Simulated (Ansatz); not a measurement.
# HfCdS3 (model cell, started as cubic perovskite with Hf in the octahedra): following an unstable mode, part 2 of 2

Wanted: the energy along a soft mode of HfCdS3 (model cell, started as cubic perovskite with Hf in the octahedra) and the structure at the end.

Ansatz 0.2.0; DFT PBEsol, scalar-relativistic, plane waves, PAW; PAW set soft_1.

So far, highest frequency on the path or at a solved wavevector (cm⁻¹): step 2 (response at finite wavevector) 476. Also lowest frequency on the path (cm⁻¹): step 2 -192.

The structure was built from a prototype and need not be the compound's stable phase.

## (5) Energy along the mode, all amplitudes (two of the runs are shown above)

An imaginary frequency means negative curvature, so the energy should fall and then rise again as anharmonic terms take over.

Numbers from this step:

```
depth at the lowest point sampled  : 205.5 meV/atom
largest atomic shift at that point : 0.6 Å
```

The energy from the parent by largest atomic shift:

```tsv
largest atomic shift (Å)	energy from the parent (meV/atom)
0.000	0
0.040	-1.38
0.080	-5.56
0.140	-16.9
0.220	-39.5
0.320	-77.2
0.450	-136
0.600	-206
```

Displacement at unit largest shift by atom:

```tsv
atom	x (Å)	y (Å)	z (Å)	size
Cd1	0.00	0.00	0.00	0.00
Cd2	0.00	0.00	0.00	0.00
Hf3	0.00	0.00	0.00	0.00
Hf4	0.00	0.00	0.00	0.00
S5	0.00	-1.00	0.00	1.00
S6	0.00	1.00	0.00	1.00
S7	0.00	0.00	1.00	1.00
S8	0.00	0.00	-1.00	1.00
S9	0.00	0.00	0.00	0.00
S10	0.00	0.00	0.00	0.00
```

The lowest of the steps tried is the last one, at 0.6 Å, 206 meV/atom below the parent; the bottom of the well need not coincide with a step.

## (6) Relaxation from the frozen mode

Starting from the lowest point found, all atoms and the cell are let go, so that strain and other modes of the same symmetry can join in.

input.yaml reads:

```yaml
crystal:
  lattice:
    - [-4.883728423, 0.0, 0.0]
    - [0.0, -4.883728423, -4.883728423]
    - [0.0, -4.883728423, 4.883728423]
  atoms:
    - { symbol: Cd, position: [1.0, 0.5, 0.5] }
    - { symbol: Cd, position: [1.0, 0.0, 0.0] }
    - { symbol: Hf, position: [0.5, 0.0, 0.5] }
    - { symbol: Hf, position: [0.5, 0.5, 0.0] }
    - { symbol: S, position: [0.5, 0.3114284772, 0.3114284772] }
    - { symbol: S, position: [0.5, 0.6885715228, 0.6885715228] }
    - { symbol: S, position: [0.5, 0.1885715228, 0.8114284772] }
    - { symbol: S, position: [0.5, 0.8114284772, 0.1885715228] }
    - { symbol: S, position: [0.0, 0.0, 0.5] }
    - { symbol: S, position: [0.0, 0.5, 0.0] }
kpoints:
  mp_grid: { grid: [8, 6, 6] }
hamiltonian:
  xc: pbesol
  pseudopotentials: { kind: paw, azcp: { folder: soft_1 }, xc_functional: pbe }
scf:
  occupations: { method: methfessel_paxton, width: 0.2 }
output:
  forces: true
  stress: true
  eigenvalues: true
relax:
  adjacent_minimum: "off"
  f_tol: 0.002
  max_steps: 120
  cell: { stress_tol: 0.03 }
```

Launch:

```bash
> ansatz run input.yaml --threads 4 --pin off --max-ram 16384MiB --backend cpu --events-out ev --progress --plain --runs-dir out
```

Numbers of over 12 decimals in the logs are rounded to 6 here.

Log:

```text
[...]
Crystal: 10 atoms, lattice volume = 232.962 Å³
Basis set: ecut = 420 eV, 4597 PW (Γ), exchange–correlation on 72×96×96 points (8 copies of the dense FFT grid, shifted against one another)
Bands: 77, of which v1, the nominal top of the filled ones, is band 64 counted from 1 (63 counted from 0)
Symmetry: 16 space group operations
[...]
k-points: 50 of 288
[...]
SCF iter   1: F=—  HF=-52886.506287 eV  |F-HF|=—  |Δ(HF+E_count)|=         —  Δρ=4.86e-2  dr2=1.27e1  ethr=3.10e-3  ⟨swp⟩=6.4  Hψ=14797  notcnv=0
[...]
SCF iter  10: F=-52883.198781 eV  HF=-52883.198781 eV  |F-HF|=6.55e-10  |Δ(HF+E_count)|=   4.44e-7  S|Δr|=    0.00e0  Δρ=2.95e-6  dr2=3.39e-8  ethr=7.81e-11  ⟨swp⟩=11.6  Hψ=21949  notcnv=0
SCF 1 converged in 10 iterations: F = -52883.198781 eV  dr2 = 3.39e-8
[...]
relax step   1: F+E_penalty+E_count = -52883.19878062 eV  Δ(F+E_penalty+E_count) = +0.000e0 eV  max|allowed force component| = 1.035e0 eV/Å  Δτ_max = 0.0000 Å  P = -3.668 GPa  Ω = 232.962 Å³  (10 SCF iters, dr2 threshold 1.00e-7 eV, accepted)
Crystal: 10 atoms, lattice volume = 220.901 Å³
Basis set: ecut = 420 eV, 4269 PW (Γ), exchange–correlation on 72×96×96 points (8 copies of the dense FFT grid, shifted against one another)
[...]
SCF iter   8: F=-52884.004795 eV  HF=-52884.004795 eV  |F-HF|=3.00e-7  |Δ(HF+E_count)|=   1.60e-7  S|Δr|=    0.00e0  Δρ=1.61e-5  dr2=7.31e-7  ethr=7.81e-10  ⟨swp⟩=5.2  Hψ=20052  notcnv=0
SCF 2 converged in 8 iterations: F = -52884.004795 eV  dr2 = 7.31e-7
relax step   2: F+E_penalty+E_count = -52884.00479459 eV  Δ(F+E_penalty+E_count) = -8.060e-1 eV  max|allowed force component| = 4.275e-1 eV/Å  Δτ_max = 0.1963 Å  P = -1.289 GPa  Ω = 220.901 Å³  energy of the carried Pulay correction = +2.566e-3 eV  (8 SCF iters, dr2 threshold 1.00e-6 eV, accepted)
Crystal: 10 atoms, lattice volume = 215.995 Å³
Basis set: ecut = 420 eV, 4247 PW (Γ), exchange–correlation on 72×96×96 points (8 copies of the dense FFT grid, shifted against one another)
[...]
SCF iter   7: F=-52884.015835 eV  HF=-52884.015836 eV  |F-HF|=1.63e-7  |Δ(HF+E_count)|=   1.17e-6  S|Δr|=    0.00e0  Δρ=1.50e-5  dr2=5.89e-7  ethr=7.81e-10  ⟨swp⟩=8.0  Hψ=19200  notcnv=0
SCF 3 converged in 7 iterations: F = -52884.015835 eV  dr2 = 5.89e-7
relax step   3: F+E_penalty+E_count = -52884.01583543 eV  Δ(F+E_penalty+E_count) = -1.104e-2 eV  max|allowed force component| = 5.483e-1 eV/Å  Δτ_max = 0.1345 Å  P = +0.162 GPa  Ω = 215.995 Å³  energy of the carried Pulay correction = +3.649e-3 eV  (7 SCF iters, dr2 threshold 1.00e-6 eV, accepted)
[...]
relax step   4: F+E_penalty+E_count = -52884.08405823 eV  Δ(F+E_penalty+E_count) = -6.822e-2 eV  max|allowed force component| = 1.079e-1 eV/Å  Δτ_max = 0.0770 Å  P = +0.640 GPa  Ω = 215.332 Å³  energy of the carried Pulay correction = +3.797e-3 eV  (6 SCF iters, dr2 threshold 1.00e-6 eV, accepted)
[...]
relax step   5: F+E_penalty+E_count = -52884.08885474 eV  Δ(F+E_penalty+E_count) = -4.797e-3 eV  max|allowed force component| = 6.757e-3 eV/Å  Δτ_max = 0.0138 Å  P = -0.017 GPa  Ω = 216.602 Å³  energy of the carried Pulay correction = +3.514e-3 eV  (5 SCF iters, dr2 threshold 1.00e-6 eV, accepted)
[...]
relax step   6: F+E_penalty+E_count = -52884.08903582 eV  Δ(F+E_penalty+E_count) = -1.811e-4 eV  max|allowed force component| = 1.709e-4 eV/Å  Δτ_max = 0.0014 Å  P = +0.004 GPa  Ω = 216.664 Å³  energy of the carried Pulay correction = +3.500e-3 eV  (4 SCF iters, dr2 threshold 7.60e-8 eV, accepted)
Basis set: ecut = 420 eV, 4247 PW (Γ), exchange–correlation on 64×96×96 points (8 copies of the dense FFT grid, shifted against one another)
[...]
SCF iter   8: F=-52884.085974 eV  HF=-52884.085974 eV  |F-HF|=7.28e-12  |Δ(HF+E_count)|=  7.28e-12  S|Δr|=    0.00e0  Δρ=4.01e-8  dr2=6.76e-12  ethr=1.00e-12  ⟨swp⟩=5.1  Hψ=14142  notcnv=0
SCF 7 converged in 8 iterations: F = -52884.085974 eV  dr2 = 6.76e-12
relax step   7: F+E_penalty+E_count = -52884.08597387 eV  Δ(F+E_penalty+E_count) = +3.062e-3 eV  max|allowed force component| = 4.754e-4 eV/Å  Δτ_max = 0.0000 Å  P = -0.003 GPa  Ω = 216.664 Å³  stress off target by 1.94e-2 GPa  SCF on the basis re-selected at this cell (its energy is not comparable with the rows above)  (8 SCF iters)
basis re-selected at this cell: Δ(F+E_penalty+E_count) = +3.062e-3 eV, ΔP = -0.006 GPa vs the last step (what re-selecting the basis moved, of the pressure what is left beyond the Pulay correction that the steps carried, after the strain that the cell walked since its last selection, with what the two solves' SCF thresholds leave and, on support functions, any second-order correction that the steps lacked; it is no measure of the basis error at this ecutwfc). The dense FFT grid was sized anew with the basis: this SCF ran on 32×48×48 points, the steps before it on 36×48×48, so part of this shift can come from that change (see relax.cell in the input reference). [rest of the remark cut]
SCF converged after 8 iterations
[...]
Free energy (F): -52884.085974 eV
[...]
Internal energy: -52884.089478 eV  (E = F + TS)
E sigma→0 (E₀):  -52884.086850 eV
Entropy (-TS):   0.003504 eV (0.350 meV/atom)
Fermi energy:    9.377321 eV
[...]
--- Forces (eV/Å), atoms counted from 1 ---
  atom   1  Cd     0.00000000    -0.00000000    -0.00000000
  atom   2  Cd     0.00000000     0.00000000    -0.00000000
  atom   3  Hf     0.00000000     0.00000000     0.00000000
  atom   4  Hf    -0.00000000     0.00000000    -0.00000000
  atom   5  S      0.00000000    -0.00047544    -0.00000000
  atom   6  S     -0.00000000     0.00047544     0.00000000
  atom   7  S     -0.00000000     0.00000000     0.00047544
  atom   8  S      0.00000000    -0.00000000    -0.00047544
  atom   9  S      0.00000000     0.00000000     0.00000000
  atom  10  S     -0.00000000    -0.00000000     0.00000000
  max |Σ_I F_I| component: 3.47e-18 eV/Å
--- Stress (GPa, compression-positive) ---
       -0.019383      -0.000000       0.000000
       -0.000000       0.005933      -0.000000
        0.000000      -0.000000       0.005933
  P = ⅓ Tr σ = -0.0025 GPa (-0.025 kbar)
--- Band table (eV; the first three rows and the last of 50) ---
  k-point 0: bands = [... 60 lower, 8.2447, 8.3035, 9.1163, 9.1163, 9.2475, 9.7541, 10.1030, 10.1030, ... 9 higher]
  k-point 1: bands = [... 60 lower, 8.1552, 8.2260, 8.6045, 8.9183, 9.6315, 9.9517, 10.1925, 10.2712, ... 9 higher]
  k-point 2: bands = [... 60 lower, 7.8882, 8.0709, 8.1729, 8.6202, 10.1670, 10.3472, 10.4984, 10.6834, ... 9 higher]
  k-point 49: bands = [... 60 lower, 7.7399, 7.7399, 8.3729, 8.3729, 11.1554, 11.1554, 11.8024, 11.8024, ... 9 higher]
--- Relaxed structure (6 steps of the walk, 6 accepted, 1 SCFs on fresh bases) ---
  F+E_penalty+E_count = -52884.08597387 eV   max|allowed force component| = 4.754e-4 eV/Å   (the final SCF, on the basis selected at the relaxed cell)
  cell:  # Å, volume = 216.6639 Å³
    - [-4.759744, 0, 0]
    - [0, -4.770748, -4.770748]
    - [0, -4.770748, 4.770748]
  atoms:
    - { symbol: Cd, position: [1.0, 0.5, 0.5] }
    - { symbol: Cd, position: [1.0, 2.8416379056740314e-19, 2.8416379056740314e-19] }
    - { symbol: Hf, position: [0.5, 0.0, 0.5] }
    - { symbol: Hf, position: [0.5, 0.5, 0.0] }
    - { symbol: S, position: [0.5, 0.338679, 0.338679] }
    - { symbol: S, position: [0.5, 0.661321, 0.661321] }
    - { symbol: S, position: [0.5, 0.161321, 0.838679] }
    - { symbol: S, position: [0.5, 0.838679, 0.161321] }
    - { symbol: S, position: [0, 0.0, 0.5] }
    - { symbol: S, position: [0, 0.5, 0.0] }
```

Wall time 90 s (4 threads of Arm Neoverse V2, shared host); peak memory 1.1 GiB.

Step by step:

```tsv
step	energy less that of the first step (eV)	largest force component (eV/Å)	pressure (GPa)	volume (Å³)
1	0.0000	1.0355	-3.67	232.96
2	-0.8060	0.4275	-1.29	220.90
3	-0.8171	0.5483	0.16	216.00
4	-0.8853	0.1079	0.64	215.33
5	-0.8901	0.0068	-0.02	216.60
6	-0.8903	0.0002	0.00	216.66
7*	-0.8872	0.0005	0.00	216.66
```

Relaxation steps marked * repeat the geometry before them on a plane-wave basis chosen anew for their cell, so energy and pressure can jump there.

Forces are held to the 16 operations that the run works with; a distortion that breaks them can't arise in this run.

```tsv
cell as run	before	after	change
a (Å)	4.884	4.760	-2.5 %
b (Å)	6.907	6.747	-2.3 %
c (Å)	6.907	6.747	-2.3 %
volume (Å³/atom)	23.30	21.67	-7.0 %
```

The atoms that moved most (Å, as changes of fractional coordinates times the final cell):

```tsv
atom	dx	dy	dz	length
S6	0.000	0.260	0.000	0.260
S5	0.000	-0.260	0.000	0.260
S8	0.000	0.000	-0.260	0.260
S7	0.000	0.000	0.260	0.260
```

This step gave:

```yaml
pressure: -0.002506 GPa
volume_per_atom: 21.67 Å³
```

The distorted start has space group P4/mbm; the relaxation ends in P4/mbm.

## (7) The new phase in its own primitive cell

The relaxed structure is symmetrised, reduced to its primitive cell and relaxed tightly, as its phonons need.

input.yaml, the sections that differ from step 6:

```yaml
crystal:
  lattice:
    - [6.7468565776, 0.0, 0.0]
    - [0.0, 6.7468565776, 0.0]
    - [0.0, 0.0, 4.7597441063]
  atoms:
    - { symbol: Cd, position: [0.5, 0.0, 0.0] }
    - { symbol: Cd, position: [0.0, 0.5, 0.0] }
    - { symbol: Hf, position: [0.0, 0.0, 0.5] }
    - { symbol: Hf, position: [0.5, 0.5, 0.5] }
    - { symbol: S, position: [0.338679136, 0.838679136, 0.5] }
    - { symbol: S, position: [0.661320864, 0.161320864, 0.5] }
    - { symbol: S, position: [0.161320864, 0.338679136, 0.5] }
    - { symbol: S, position: [0.838679136, 0.661320864, 0.5] }
    - { symbol: S, position: [0.0, 0.0, 0.0] }
    - { symbol: S, position: [0.5, 0.5, 0.0] }
kpoints:
  mp_grid: { grid: [6, 6, 8] }
relax:
  adjacent_minimum: "off"
  f_tol: 0.001
  max_steps: 60
  cell: { stress_tol: 0.01 }
# hamiltonian, scf, output: as in step 6
```

Log:

```text
[...]
Crystal: 10 atoms, lattice volume = 216.664 Å³
Basis set: ecut = 420 eV, 4247 PW (Γ), exchange–correlation on 96×96×64 points (8 copies of the dense FFT grid, shifted against one another)
Bands: 77, of which v1, the nominal top of the filled ones, is band 64 counted from 1 (63 counted from 0)
Symmetry: 16 space group operations
[...]
k-points: 50 of 288
[...]
- { symbol: Cd, position: [0, 0.5, 0] }
    - { symbol: Hf, position: [0, 0, 0.500000] }
    - { symbol: Hf, position: [0.5, 0.5, 0.500000] }
    - { symbol: S, position: [0.338676, 0.838676, 0.500000] }
    - { symbol: S, position: [0.661324, 0.161324, 0.500000] }
    - { symbol: S, position: [0.161324, 0.338676, 0.500000] }
    - { symbol: S, position: [0.838676, 0.661324, 0.500000] }
    - { symbol: S, position: [0, 0, 0] }
    - { symbol: S, position: [0.5, 0.5, 0] }
[key lines of the parts left out:]
SCF converged after 6 iterations
Free energy (F): -52884.085978 eV
Fermi energy:    9.376763 eV
P = ⅓ Tr σ = 0.0005 GPa (0.005 kbar)
```

The job ended after 42 s (4 threads; peak memory 1 GiB).

Little changed from the start: no atom moved by 0.005 Å and no cell edge by 0.1 %.

Numbers from this step:

| Item | Value |
| --- | --- |
| pressure | 4.63e-4 GPa |

The largest force component left is 0.27 meV/Å and the pressure is 0.000 GPa, within the tolerances set. The cell now holds 21.67 Å³/atom.

## (8) Modes of the new phase, k-mesh 6×6×8

A relaxed structure may still be a saddle point, so its zone-centre modes are computed. No field response is asked, since the mesh shows no gap.

input.yaml, the sections that differ from step 7:

```yaml
crystal:
  lattice:
    - [6.7471785172, 0.0, 0.0]
    - [0.0, 6.7471785172, 0.0]
    - [0.0, 0.0, 4.7593255758]
  atoms:
    - { symbol: Cd, position: [0.5, 0.0, 0.0] }
    - { symbol: Cd, position: [0.0, 0.5, 0.0] }
    - { symbol: Hf, position: [0.0, 0.0, 0.5] }
    - { symbol: Hf, position: [0.5, 0.5, 0.5] }
    - { symbol: S, position: [0.3386764884, 0.8386764884, 0.5] }
    - { symbol: S, position: [0.6613235116, 0.1613235116, 0.5] }
    - { symbol: S, position: [0.1613235116, 0.3386764884, 0.5] }
    - { symbol: S, position: [0.8386764884, 0.6613235116, 0.5] }
    - { symbol: S, position: [0.0, 0.0, 0.0] }
    - { symbol: S, position: [0.5, 0.5, 0.0] }
output:
  eigenvalues: true
phonons:
  method: dfpt
# kpoints, hamiltonian, scf: as in step 7
# relax: removed
```

Log:

```text
zone centre: on kpoints.mp_grid the ground state, and the responses unless they are solved on pairs of k-points, stand on 100 of the mesh's 288 k-points, reduced under 2 symmetry operations, with k and −k counted as one. Each operation leaves every solved displacement unchanged or reverses it
[...]
Crystal: 10 atoms, lattice volume = 216.666 Å³
Basis set: ecut = 420 eV, 4247 PW (Γ), exchange–correlation on 96×96×64 points (8 copies of the dense FFT grid, shifted against one another)
Bands: 77, of which v1, the nominal top of the filled ones, is band 64 counted from 1 (63 counted from 0)
Symmetry: 16 space group operations
k-points: 100 of 288 (irreducible under 2 space group operations, time reversal used)
[...]
SCF iter   1: F=—  HF=-52887.712011 eV  |F-HF|=—  |Δ(HF+E_count)|=         —  Δρ=5.31e-2  dr2=1.46e1  ethr=3.10e-3  ⟨swp⟩=6.4  Hψ=29821  notcnv=0
[...]
SCF iter  15: F=-52884.085978 eV  HF=-52884.085978 eV  |F-HF|=7.28e-12  |Δ(HF+E_count)|=  2.91e-11  S|Δr|=    0.00e0  Δρ=2.66e-8  dr2=2.50e-12  ethr=1.00e-12  ⟨swp⟩=14.3  Hψ=47216  notcnv=0
SCF 1 converged in 15 iterations: F = -52884.085978 eV  dr2 = 2.50e-12
[...]
DFPT response loops at Γ: preconditioner auto → Kerker (q_TF=auto, 2.499 Å⁻¹) (partly filled bands, converged f_vac=0.020); β = 1.00, the filter's whole step (`scf.mixing.beta` (0.50) is not read by the response loops under this deck's `scf.mixing.preconditioner`; to damp them name `kerker` or `kerker_dos`, under which they read `scf.mixing.beta`, and type it under 1.00, their step now; both keys bind the ground state too); Broyden in place of MSR1
SCF converged after 15 iterations
[...]
Free energy (F): -52884.085978 eV
[...]
Internal energy: -52884.089472 eV  (E = F + TS)
E sigma→0 (E₀):  -52884.086852 eV
Entropy (-TS):   0.003493 eV (0.349 meV/atom)
Fermi energy:    9.376763 eV
[...]
--- Band table (eV; the first three rows and the last of 100) ---
  k-point 0: bands = [... 60 lower, 8.2448, 8.3036, 9.1156, 9.1156, 9.2480, 9.7549, 10.1027, 10.1027, ... 9 higher]
  k-point 1: bands = [... 60 lower, 8.0071, 8.0071, 9.1552, 9.1552, 9.6997, 10.0330, 10.6328, 10.6328, ... 9 higher]
  k-point 2: bands = [... 60 lower, 8.5776, 8.5776, 9.2796, 9.2796, 10.4024, 10.6049, 10.8659, 11.3782, ... 9 higher]
  k-point 99: bands = [... 60 lower, 7.7398, 7.7398, 8.3721, 8.3721, 11.1561, 11.1561, 11.8019, 11.8019, ... 9 higher]
--- Phonons (Γ-DFPT): 8 representative perturbations + reference, on 100 of 288 k-points (Σ response iterations 30) ---
  k mesh reduced under 2 symmetry operations, with k and −k counted as one. Each operation leaves every solved displacement unchanged or reverses it
  ASR residual: 9.381e-5 → 0.000e0 eV/Å²; symmetrization residual: 4.117e-5 eV/Å²
  ASR residual per site (eV/Å²): 4.96e-5 4.96e-5 1.73e-5 1.73e-5 4.47e-6 4.47e-6 4.47e-6 4.47e-6 9.38e-5 9.38e-5
  Γ frequencies (cm⁻¹): -116.21 -116.21 -62.66 -62.66 0.00 0.00 0.00 26.97 26.97 36.59 39.62 43.69 54.61 54.61 67.53 67.53 95.90 121.70 129.20 129.20 143.67 143.67 257.51 269.65 292.28 292.28 320.51 383.26 414.24 420.34
  non-analytic LO–TO correction: not included (Born effective charges unavailable; polar crystals: no LO–TO splitting at Γ)
```

Elapsed: 7.8 min, on 4 threads; peak memory 4.5 GiB; 31 min of CPU time.

This step gave:

```yaml
sum_rule_residual_before_enforcement: 9.38e-5 eV/Å²
point_group: 4/mmm
highest_optical_mode_at_the_zone_centre_no_lo_to_term: 420.3 cm⁻¹
lowest_optical_zone_centre_mode: -116.2 cm⁻¹
```

Patterns of degenerate modes are one choice out of their space. The modes at Γ (shares of kinetic energy by element, %) (negative means imaginary):

```tsv
mode	frequency (cm⁻¹)	symmetry	Cd %	Hf %	S %
1	-116.2	Eu	5	5	90
2	-116.2	Eu	5	5	90
3	-62.7	Eu	53	1	45
4	-62.7	Eu	53	1	45
5	0.0	acoustic	29	46	25
6	0.0	acoustic	29	46	25
7	0.0	acoustic	29	46	25
8	27.0	Eu	69	27	4
9	27.0	Eu	69	27	4
10	36.6	B1u	88	0	12
11	39.6	A2u	52	41	7
12	43.7	A1u	0	92	8
13	54.6	Eg	0	0	100
14	54.6	Eg	0	0	100
15	67.5	Eu	27	27	45
16	67.5	Eu	27	27	45
17	95.9	A2u	19	5	76
18	121.7	B1u	12	0	88
19	129.2	Eu	16	49	35
20	129.2	Eu	16	49	35
21	143.7	Eu	0	39	61
22	143.7	Eu	0	39	61
23	257.5	A1g	0	0	100
24	269.6	B2g	0	0	100
25	292.3	Eu	0	5	95
26	292.3	Eu	0	5	95
27	320.5	B1g	0	0	100
28	383.3	A2g	0	0	100
29	414.2	A2u	0	8	92
30	420.3	A1u	0	8	92
```

Displacements in mode 1 (-116.2 cm⁻¹), the largest set to 1:
```
Cd1  0.00  0.00  0.00
Cd2 -0.13 -0.13  0.00
Hf3 -0.04 -0.09  0.00
Hf4 -0.09 -0.04  0.00
S5  -0.10 -0.10  0.00
S6  -0.10 -0.10  0.00
S7   0.12  0.12  0.00
S8   0.12  0.12  0.00
S9   0.15  1.00  0.00
S10  1.00  0.16  0.00
```

Displacements in mode 4 (-62.7 cm⁻¹), the largest set to 1:
```
Cd1  0.64  0.48  0.00
Cd2 -0.43  0.06  0.00
Hf3  0.08 -0.02  0.00
Hf4 -0.07  0.04  0.00
S5  -0.14 -0.20  0.00
S6  -0.14 -0.20  0.00
S7   0.00 -0.15  0.00
S8   0.00 -0.15  0.00
S9  -1.00 -0.38  0.00
S10  0.47 -0.96  0.00
```

Before it was imposed, the acoustic sum rule was missed by 9.4e-5 eV/Å². Small misses are needed for a sound result but don't prove that mesh and cutoff are converged. The lowest optical mode is imaginary, 116.2i cm⁻¹, so the energy falls along it.

## (9) What came out

| Quantity | Value |
| --- | --- |
| unstable mode of the parent | q = (0, -0.5, -0.5), 192i cm⁻¹ |
| depth at the lowest point sampled | 206 meV/atom |
| largest atomic shift at that point | 0.6 Å |
| space group reached (within 0.01 Å) | P4/mbm |
| energy gained over the parent (first relaxation, on the mesh of the frozen mode) | 294 meV/atom |
| volume per atom, phase reached | 21.7 Å³ |
| lowest optical zone-centre mode, phase reached | -116 cm⁻¹ |
| highest optical mode at the zone centre (no LO-TO term), phase reached | 420 cm⁻¹ |

Along this mode the structure falls into P4/mbm, 294 meV/atom below the parent. At the parent's cell the well is 205.5 meV/atom deep on the steps tried, with its lowest point at a shift of 0.6 Å. That is the last step tried, so the steps alone don't bracket the bottom of the well. Relaxing atoms and cell changes the gain by +88.51 meV/atom against the lowest step (energies at zero smearing). The new phase still has an imaginary mode at the zone centre of its cell, so it is a saddle point on the way to a lower structure. Of the 4 patterns followed to their end from this parent, this one ends 188 meV/atom above the lowest, R-3c. Each path keeps the symmetry of its pattern, so a lower phase may lie along a pattern not tried. With no gap, or one that is small against the smearing, the frequencies hang on the k mesh and the smearing, most of all near Kohn anomalies. A semilocal functional can close a gap that the real compound would have, so the metallic treatment may be an artefact of the level. Spin-orbit coupling is left out, which can matter for the heavy elements here. The PAW files were made for PBE and serve the other functionals too. The starting cell was built on a prototype and not taken from a measurement, so the phase need not exist.

[Logs are printed without paths, hosts, clocks, repeated set-up lines and the standing remarks that a program may print on its own settings, such as how far it seeks lower states.]

[Hosts, paths, dates, database ids (printed as entryN), source tags and the programs' standing remarks are cut or masked in the printed files.]
